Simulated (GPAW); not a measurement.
# MnGa7N8 (GaN32 Mn2 d6p09): parallel and opposed starts

A self-consistent run ends on one state, which hangs on the start. Several orders of MnGa7N8 (GaN32 Mn2 d6p09) are started in GPAW and their energies compared.

Calculated with GPAW 26.7.0; PBE with U = 4 eV on Mn d; plane waves with GPAW's PAW setups, scalar-relativistic.

### Step 1. Starting point

It takes space group Cm (No. 8, monoclinic). Conventional cell: a = 10.370 Å, b = 6.378 Å, c = 7.576 Å, α = 90.00°, β = 133.19°, γ = 90.00°. Nearest to Mn lie 4 N at 1.95 Å. Nearest to N lie 1 Mn at 1.95 Å and 3 Ga at 1.95 Å. Nearest to Ga lie 4 N at 1.95 Å. N has 4 Ga at 1.95 Å nearest. Ga has 4 N at 1.95 Å nearest. N has 3 Ga at 1.95 Å and 1 Mn at 1.95 Å nearest. substitutional dopants on the host's lattice, its constants typed without a cited source, atoms not relaxed. Farther neighbours and most contacts between anions are not listed.

The cell is a made-up one and need not be a known phase.

### Step 2. Run 1 (ferro ++)

Parallel moments need no larger cell; this start tests for a ferromagnetic state only. A Hubbard U of customary size acts on the open shell; it was not fitted to this crystal.

The input, order1.py:

```python
import json
import numpy as np
from ase import Atoms
from ase.parallel import paropen, parprint
from gpaw import GPAW

atoms = Atoms(['Mn', 'N', 'Ga', 'N', 'Ga', 'N', 'Ga', 'N', 'Ga', 'N', 'Ga', 'N', 'Mn', 'N', 'Ga', 'N', 'Ga', 'N', 'Ga', 'N', 'Ga', 'N', 'Ga', 'N', 'Ga', 'N', 'Ga', 'N', 'Ga', 'N', 'Ga', 'N'],
    cell=[[6.378, 0.0, 0.0],
         [-3.189, 5.52351, 0.0],
         [0.0, 0.0, 10.37]],
    scaled_positions=[[0.0, 0.0, 0.0],
         [0.166667, 0.333333, 0.0615],
         [0.166667, 0.333333, 0.25],
         [0.0, 0.0, 0.3115],
         [0.0, 0.0, 0.5],
         [0.166667, 0.333333, 0.5615],
         [0.166667, 0.333333, 0.75],
         [0.0, 0.0, 0.8115],
         [0.0, 0.5, 0.0],
         [0.166667, 0.833333, 0.0615],
         [0.166667, 0.833333, 0.25],
         [0.0, 0.5, 0.3115],
         [0.0, 0.5, 0.5],
         [0.166667, 0.833333, 0.5615],
         [0.166667, 0.833333, 0.75],
         [0.0, 0.5, 0.8115],
         [0.5, 0.0, 0.0],
         [0.666667, 0.333333, 0.0615],
         [0.666667, 0.333333, 0.25],
         [0.5, 0.0, 0.3115],
         [0.5, 0.0, 0.5],
         [0.666667, 0.333333, 0.5615],
         [0.666667, 0.333333, 0.75],
         [0.5, 0.0, 0.8115],
         [0.5, 0.5, 0.0],
         [0.666667, 0.833333, 0.0615],
         [0.666667, 0.833333, 0.25],
         [0.5, 0.5, 0.3115],
         [0.5, 0.5, 0.5],
         [0.666667, 0.833333, 0.5615],
         [0.666667, 0.833333, 0.75],
         [0.5, 0.5, 0.8115]],
    pbc=True,
    magmoms=[4.5, 0.0, 0.0, 0.0, 0.0, 0.0, 0.0, 0.0, 0.0, 0.0, 0.0, 0.0, 4.5, 0.0, 0.0, 0.0, 0.0, 0.0, 0.0, 0.0, 0.0, 0.0, 0.0, 0.0, 0.0, 0.0, 0.0, 0.0, 0.0, 0.0, 0.0, 0.0])
atoms.calc = GPAW(mode={'name': 'pw', 'ecut': 600},
    xc='PBE',
    kpts={'size': (5, 5, 3), 'gamma': True},
    occupations={'name': 'fermi-dirac', 'width': 0.05},
    convergence={'density': 1e-05, 'energy': 1e-05},
    maxiter=200,
    mixer={'name': 'pulay', 'beta': 0.05, 'nmaxold': 6, 'weight': 50},
    setups={'Mn': ':d,4.0'},
    symmetry={'tolerance': 1e-4},
    txt='order1.txt')
e = atoms.get_potential_energy(force_consistent=True)
res = {'free_energy': e, 'energy_sigma0': atoms.get_potential_energy(), 'fermi_energy': atoms.calc.get_fermi_level()}
res['moments'] = atoms.get_magnetic_moments().tolist()
res['total'] = atoms.get_magnetic_moment()
parprint('site moments (muB):', np.round(res['moments'], 3))
parprint(f"total moment: {res['total']:.3f} muB")
parprint(f'free energy: {e:.6f} eV')
atoms.calc.write('order1.gpw')
with paropen('results.json', 'w') as f:
    json.dump(res, f)
```

On the command line:

```console
> OMP_NUM_THREADS=1 mpirun -n 4 gpaw python order1.py > order1.log
```

What it wrote:

```text
site moments (muB): [ 3.959e+00 -4.300e-02  1.400e-02 -1.000e-03  1.400e-02 -4.300e-02
  1.400e-02 -2.500e-02  1.400e-02 -4.300e-02  1.400e-02 -2.500e-02
  3.959e+00 -4.300e-02  1.400e-02 -1.000e-03  1.500e-02 -1.000e-03
  7.000e-03 -0.000e+00  1.500e-02 -4.200e-02  7.000e-03 -0.000e+00
  1.500e-02 -4.200e-02  7.000e-03 -0.000e+00  1.500e-02 -1.000e-03
  7.000e-03 -0.000e+00]
total moment: 8.000 muB
free energy: -197.973936 eV

--- order1.txt ---
Input parameters:
  mode=PW(ecut=600),
  convergence={'density': 1e-05, 'energy': 1e-05},
  kpts=MonkhorstPack(size=(5, 5, 3), gamma=True),
  maxiter=200,
  mixer=Pulay(name='pulay', nmaxold=6, beta=0.05, weight=50, sigma=0.015, g_ss=None),
  occupations=Occupations(name='fermi-dirac', width=0.05),
  setups={'Mn': ':d,4.0'},
  symmetry=Symmetry(tolerance=0.0001),
  xc=XC(name='PBE')

Diagonalizing LCAO Hamiltonian
Converting LCAO to pw mode

          Ga      Ga
         N       N
           NGa     NGa
          N       N
            N       N
         Mn      Ga
           Ga      Ga
         NGa     NGa
            Ga      Ga
          NN      NN

         Ga N    Ga N
           Mn      Ga

Atoms  # Å, Bohr magnetons
|    | symbol |         x |        y |        z |    initial magnetic moments |
|----|--------|-----------|----------|----------|-----------------------------|
|  0 |     Mn |  0.000000 | 0.000000 | 0.000000 | ( 0.0000,  0.0000,  4.5000) |
|  1 |      N |  0.000003 | 1.841168 | 0.637755 | ( 0.0000,  0.0000,  0.0000) |
|  2 |     Ga |  0.000003 | 1.841168 | 2.592500 | ( 0.0000,  0.0000,  0.0000) |
|  3 |      N |  0.000000 | 0.000000 | 3.230255 | ( 0.0000,  0.0000,  0.0000) |
|  4 |     Ga |  0.000000 | 0.000000 | 5.185000 | ( 0.0000,  0.0000,  0.0000) |
|  5 |      N |  0.000003 | 1.841168 | 5.822755 | ( 0.0000,  0.0000,  0.0000) |
|  6 |     Ga |  0.000003 | 1.841168 | 7.777500 | ( 0.0000,  0.0000,  0.0000) |
|  7 |      N |  0.000000 | 0.000000 | 8.415255 | ( 0.0000,  0.0000,  0.0000) |
|  8 |     Ga | -1.594500 | 2.761755 | 0.000000 | ( 0.0000,  0.0000,  0.0000) |
|  9 |      N | -1.594497 | 4.602923 | 0.637755 | ( 0.0000,  0.0000,  0.0000) |
| 10 |     Ga | -1.594497 | 4.602923 | 2.592500 | ( 0.0000,  0.0000,  0.0000) |
| 11 |      N | -1.594500 | 2.761755 | 3.230255 | ( 0.0000,  0.0000,  0.0000) |
| 12 |     Mn | -1.594500 | 2.761755 | 5.185000 | ( 0.0000,  0.0000,  4.5000) |
| 13 |      N | -1.594497 | 4.602923 | 5.822755 | ( 0.0000,  0.0000,  0.0000) |
| 14 |     Ga | -1.594497 | 4.602923 | 7.777500 | ( 0.0000,  0.0000,  0.0000) |
| 15 |      N | -1.594500 | 2.761755 | 8.415255 | ( 0.0000,  0.0000,  0.0000) |
| 16 |     Ga |  3.189000 | 0.000000 | 0.000000 | ( 0.0000,  0.0000,  0.0000) |
| 17 |      N |  3.189003 | 1.841168 | 0.637755 | ( 0.0000,  0.0000,  0.0000) |
| 18 |     Ga |  3.189003 | 1.841168 | 2.592500 | ( 0.0000,  0.0000,  0.0000) |
| 19 |      N |  3.189000 | 0.000000 | 3.230255 | ( 0.0000,  0.0000,  0.0000) |
| 20 |     Ga |  3.189000 | 0.000000 | 5.185000 | ( 0.0000,  0.0000,  0.0000) |
| 21 |      N |  3.189003 | 1.841168 | 5.822755 | ( 0.0000,  0.0000,  0.0000) |
| 22 |     Ga |  3.189003 | 1.841168 | 7.777500 | ( 0.0000,  0.0000,  0.0000) |
| 23 |      N |  3.189000 | 0.000000 | 8.415255 | ( 0.0000,  0.0000,  0.0000) |
| 24 |     Ga |  1.594500 | 2.761755 | 0.000000 | ( 0.0000,  0.0000,  0.0000) |
| 25 |      N |  1.594503 | 4.602923 | 0.637755 | ( 0.0000,  0.0000,  0.0000) |
| 26 |     Ga |  1.594503 | 4.602923 | 2.592500 | ( 0.0000,  0.0000,  0.0000) |
| 27 |      N |  1.594500 | 2.761755 | 3.230255 | ( 0.0000,  0.0000,  0.0000) |
| 28 |     Ga |  1.594500 | 2.761755 | 5.185000 | ( 0.0000,  0.0000,  0.0000) |
| 29 |      N |  1.594503 | 4.602923 | 5.822755 | ( 0.0000,  0.0000,  0.0000) |
| 30 |     Ga |  1.594503 | 4.602923 | 7.777500 | ( 0.0000,  0.0000,  0.0000) |
| 31 |      N |  1.594500 | 2.761755 | 8.415255 | ( 0.0000,  0.0000,  0.0000) |

Unit cell  # Å
| periodic |         x |        y |         z |   lengths |     angles |
|----------|-----------|----------|-----------|-----------|------------|
|      yes |  6.378000 | 0.000000 |  0.000000 |  6.378000 |  90.000000 |
|      yes | -3.189000 | 5.523510 |  0.000000 |  6.378000 |  90.000000 |
|      yes |  0.000000 | 0.000000 | 10.370000 | 10.370000 | 120.000000 |

Number of symmetries: 2

BZ-sampling:
  Number of BZ points: 75
  Number of IBZ points: 24

  Monkhorst-Pack size: [5, 5, 3]
  Monkhorst-Pack shift: [0, 0, 0]

K-points  # in reciprocal-cell coordinates
|     |                                coordinates |     weight |
|-----|--------------------------------------------|------------|
|   0 | (  0.00000000,   0.00000000,   0.00000000) | 0.01333333 |
|   1 | (  0.00000000,   0.00000000,   0.33333333) | 0.02666667 |
|   2 | (  0.20000000,  -0.40000000,   0.00000000) | 0.02666667 |
|   3 | (  0.20000000,  -0.40000000,   0.33333333) | 0.05333333 |
|   4 | (  0.20000000,  -0.20000000,  -0.33333333) | 0.05333333 |
|   5 | (  0.20000000,  -0.20000000,   0.00000000) | 0.05333333 |
|   6 | (  0.20000000,  -0.20000000,   0.33333333) | 0.05333333 |
|   7 | (  0.20000000,   0.00000000,  -0.33333333) | 0.02666667 |
|   8 | (  0.20000000,   0.00000000,   0.00000000) | 0.02666667 |
|   9 | (  0.20000000,   0.00000000,   0.33333333) | 0.02666667 |
| ... |                                            |            |
|  23 | (  0.40000000,   0.40000000,   0.33333333) | 0.05333333 |

Plane wave coefficients: 12263
Cutoff: 600.0 eV

Spin-components: 2 (collinear spins)
Bands:           101
Projectors:      162
Spin-degeneracy: 1
Datatype:        complex128

Parallelization:
  kpt:    4
  domain: 1
  band:   1

Density:
  Valence electrons: 152.0
  Components: 2
  Grid points: [40 40 60]
  Charge: 0.0  # |e|

Potential:
  Grid points: [40 40 60]

species:
  Mn:
    name:    Manganese
    Z:       25.0
    valence: 15
    core:    10
    charge:  0.0  # [|e|]
    Hubbard: {U: 4.0,  # eV
              l: 2,
              scale: True}
    compensation charges:
      type: gauss
      rc: 0.38  # [Å]
      lmax: 2
    cutoffs:
      filter: 2.14  # [Å]
      core: 0.86  # [Å]
    projectors
    | kind |    occ | energy [eV] | rcut [Å] |
    |------|--------|-------------|----------|
    |   3s |  2.000 |     -85.859 |    1.275 |
    |   4s |  2.000 |      -5.106 |    1.275 |
    |   3p |  6.000 |     -54.597 |    1.281 |
    |   4p |  0.000 |      -1.371 |    1.281 |
    |   3d |  5.000 |      -6.771 |    1.138 |
    |    d |        |      20.441 |    1.138 |

    Using partial waves for Mn as LCAO basis

  N:
    name:    Nitrogen
    Z:       7.0
    valence: 5
    core:    2
    charge:  0.0  # [|e|]
    compensation charges:
      type: gauss
      rc: 0.18  # [Å]
      lmax: 2
    cutoffs:
      filter: 1.11  # [Å]
      core: 0.96  # [Å]
    projectors
    | kind |    occ | energy [eV] | rcut [Å] |
    |------|--------|-------------|----------|
    |   2s |  2.000 |     -18.583 |    0.603 |
    |   2p |  3.000 |      -7.089 |    0.529 |
    |    s |        |       8.629 |    0.603 |
    |    p |        |      20.123 |    0.529 |
    |    d |        |       0.000 |    0.577 |

    Using partial waves for N as LCAO basis

  Ga:
    name:    Gallium
    Z:       31.0
    valence: 3
    core:    28
    charge:  0.0  # [|e|]
    compensation charges:
      type: gauss
      rc: 0.37  # [Å]
      lmax: 2
    cutoffs:
      filter: 2.06  # [Å]
      core: 4.17  # [Å]
    projectors
    | kind |    occ | energy [eV] | rcut [Å] |
    |------|--------|-------------|----------|
    |   4s |  2.000 |      -8.945 |    1.164 |
    |   4p |  1.000 |      -2.580 |    1.164 |
    |    s |        |      18.266 |    1.164 |
    |    p |        |      24.631 |    1.164 |
    |    d |        |       0.000 |    1.164 |

    Using partial waves for Ga as LCAO basis

Reference energy: -827121.121619  # eV

eigensolver:
  PPCG
  Converge bands: occupied
  niter=2

density mixing:
  Pulay-Mixer
  Linear mixing parameters: 0.05
  Old densities: 6
  Fourier metric: weight=50, sigma=0.015

occupation numbers:
  Fermi-Dirac:
    width: 0.0500  # eV

poisson solver:
  ecut: 4800.0  # eV

xc functional:
  name: PBE with 2 nearest neighbor stencil

convergence criteria:
- Maximum integral of absolute [dens]ity change: 1e-05 electrons / valence electron
- Maximum [total energy] change in last 3 cyles: 1e-05 eV / valence electron
- Maximum integral of absolute [eigenst]ate change: 4e-08 eV^2 / valence electron
maximum number of iterations: 200

SCF iterations
|iter     |      energy | eigst |  dens |  magmom |
|---------|-------------|-------|-------|---------|
|iter:   1|       0s | -225.120657 | +0.17 |       |  +9.0156|
|iter:   2|      47s | -217.744456 | -1.00 | -0.63 |  +8.9648|
|iter:   3|      94s | -197.867922 | +0.34 | -0.68 |  +8.6350|
|iter:   4|     143s | -198.199559 | -0.98 | -1.14 |  +8.5664|
|iter:   5|     190s | -198.039805 | -1.76 | -1.20 |  +8.4595|
|iter:   6|     237s | -198.165635 | -1.04 | -1.29 |  +8.2448|
|iter:   7|     283s | -197.929814 | -1.60 | -1.53 |  +8.0654|
|iter:   8|     329s | -197.946702 | -2.55 | -2.11 |  +7.9956|
|iter:   9|     374s | -197.942554 | -3.55 | -2.46 |  +8.0125|
|iter:  10|     420s | -197.943525 | -4.41 | -2.61 |  +8.0054|
[... 14 iterations left out ...]
|iter:  25|    1107s | -197.945804c| -7.37 | -4.18 |  +8.0000|
|iter:  26|    1155s | -197.945828c| -6.92 | -4.22 |  +8.0000|
|iter:  27|    1190s | -197.945832c| -7.53c| -4.26 |  +7.9999|
|iter:  28|    1214s | -197.945835c| -7.72c| -4.25 |  +7.9999|
|iter:  29|    1263s | -197.945841c| -7.51c| -4.27 |  +7.9999|
|iter:  30|    1286s | -197.945845c| -7.88c| -4.49 |  +7.9999|
|iter:  31|    1324s | -197.945851c| -7.46c| -4.54 |  +7.9999|
|iter:  32|    1347s | -197.945852c| -7.92c| -4.74 |  +8.0000|
|iter:  33|    1371s | -197.945854c| -7.92c| -4.90 |  +8.0000|
|iter:  34|    1395s | -197.945856c| -8.16c| -5.02c|  +8.0000|

Converged in 34 steps
Energy contributions relative to reference atoms: (reference = -827121.121619)

Energy contributions:
  Kinetic:         527.654696
  Coulomb:        -458.013920
  Zero:              0.944483
  External:          0.000000
  Xc:             -268.503034
  Entropy:          -0.056160
  Spinorbit:         0.000000
  ----------------------------
  Free energy:    -197.973936
  Extrapolated:   -197.945856

dipole moment: (-77.899594, -99.472570, -113.943094)  # |e|*Ang

Total magnetic moment: (0.000000, 0.000000, 8.000012)

Local magnetic moments
|        x |        y |         z |
|----------|----------|-----------|
| 0.000000 | 0.000000 |  3.958572 |  # Mn   0
| 0.000000 | 0.000000 | -0.043416 |  # N    1
| 0.000000 | 0.000000 |  0.013506 |  # Ga   2
| 0.000000 | 0.000000 | -0.001209 |  # N    3
| 0.000000 | 0.000000 |  0.014401 |  # Ga   4
| 0.000000 | 0.000000 | -0.043416 |  # N    5
| 0.000000 | 0.000000 |  0.013506 |  # Ga   6
| 0.000000 | 0.000000 | -0.025133 |  # N    7
| 0.000000 | 0.000000 |  0.014401 |  # Ga   8
| 0.000000 | 0.000000 | -0.043416 |  # N    9
| 0.000000 | 0.000000 |  0.013506 |  # Ga  10
| 0.000000 | 0.000000 | -0.025133 |  # N   11
| 0.000000 | 0.000000 |  3.958572 |  # Mn  12
| 0.000000 | 0.000000 | -0.043416 |  # N   13
| 0.000000 | 0.000000 |  0.013506 |  # Ga  14
| 0.000000 | 0.000000 | -0.001209 |  # N   15
[...]
| 0.000000 | 0.000000 |  0.007323 |  # Ga  22
| 0.000000 | 0.000000 | -0.000014 |  # N   23
| 0.000000 | 0.000000 |  0.015276 |  # Ga  24
| 0.000000 | 0.000000 | -0.042481 |  # N   25
| 0.000000 | 0.000000 |  0.007323 |  # Ga  26
| 0.000000 | 0.000000 | -0.000014 |  # N   27
| 0.000000 | 0.000000 |  0.015276 |  # Ga  28
| 0.000000 | 0.000000 | -0.001294 |  # N   29
| 0.000000 | 0.000000 |  0.007071 |  # Ga  30
| 0.000000 | 0.000000 | -0.000014 |  # N   31

Fermi level: 7.301
Eigenvalues  # (at kpt = [0.000, 0.000, 0.000])
| band index |      eig [eV] | occ [0-1] |      eig [eV] | occ [0-1] |
|------------|---------------|-----------|---------------|-----------|
|          0 |       -73.468 |     1.000 |       -68.992 |     1.000 |
|        ... |               |           |               |           |
|         67 |         5.305 |     1.000 |         5.883 |     1.000 |
|         68 |         5.589 |     1.000 |         5.889 |     1.000 |
|         69 |         5.610 |     1.000 |         6.076 |     1.000 |
|         70 |         5.649 |     1.000 |         6.127 |     1.000 |
|         71 |         5.724 |     1.000 |         6.150 |     1.000 |
|         72 |         5.906 |     1.000 |         8.607 |     0.000 |
|         73 |         5.974 |     1.000 |        10.496 |     0.000 |
|         74 |         6.044 |     1.000 |        10.498 |     0.000 |
|         75 |         6.060 |     1.000 |        10.528 |     0.000 |
|         76 |         6.331 |     1.000 |        10.599 |     0.000 |
|         77 |         7.490 |     0.023 |        10.618 |     0.000 |
|         78 |         7.579 |     0.004 |        10.706 |     0.000 |
|         79 |         7.651 |     0.001 |        10.749 |     0.000 |
|         80 |         7.718 |     0.000 |        10.832 |     0.000 |
|         81 |         7.779 |     0.000 |        10.866 |     0.000 |
|        ... |               |           |               |           |
|        100 |        13.046 |     0.000 |        13.908 |     0.000 |

No gap
No difference between direct/indirect transitions
```

The job ended after 25 min (4 MPI ranks of Arm Neoverse V1, shared host; peak memory 2.9 GiB; 1.6 h of CPU time).

Spin moment in the augmentation sphere by element, in μB:

| element | atoms | mean | spread (r.m.s.) | least | largest |
| --- | --- | --- | --- | --- | --- |
| Mn | 2 | 3.96 | 0.00 | 3.96 | 3.96 |
| N | 16 | -0.02 | 0.02 | -0.04 | 0.00 |
| Ga | 14 | 0.01 | 0.00 | 0.01 | 0.02 |

The atoms farthest from the mean of their element:

| atom | x, y, z (Å) | spin moment in the augmentation sphere (μB) |
| --- | --- | --- |
| N2 | 0.00, 1.84, 0.64 | -0.04 |
| N6 | 0.00, 1.84, 5.82 | -0.04 |
| N14 | -1.59, 4.60, 5.82 | -0.04 |
| N10 | -1.59, 4.60, 0.64 | -0.04 |
| N26 | 1.59, 4.60, 0.64 | -0.04 |
| N22 | 3.19, 1.84, 5.82 | -0.04 |
| N32 | 1.59, 2.76, 8.42 | 0.00 |
| N28 | 1.59, 2.76, 3.23 | 0.00 |

Numbers from this step:

| Item | Value |
| --- | --- |
| magnetization | 8.000 μB |
| final state | ferromagnetic |

After 34 cycles the largest moment stands at 3.96 μB.

(Continued in part 2 of 2.)

[Logs and program files are shortened in this print: banners, set-up blocks, solver, clock and traceback lines can be left out without a mark of their own.]

[Logs are printed without paths, hosts, clocks, repeated set-up lines and the standing remarks that a program may print on its own settings, such as how far it seeks lower states.]

[Hosts, paths, dates, database ids (printed as entryN), source tags and the programs' standing remarks are cut or masked in the printed files.]

[Where a cell is said to come from a database of computed structures, the database is the Materials Project.]
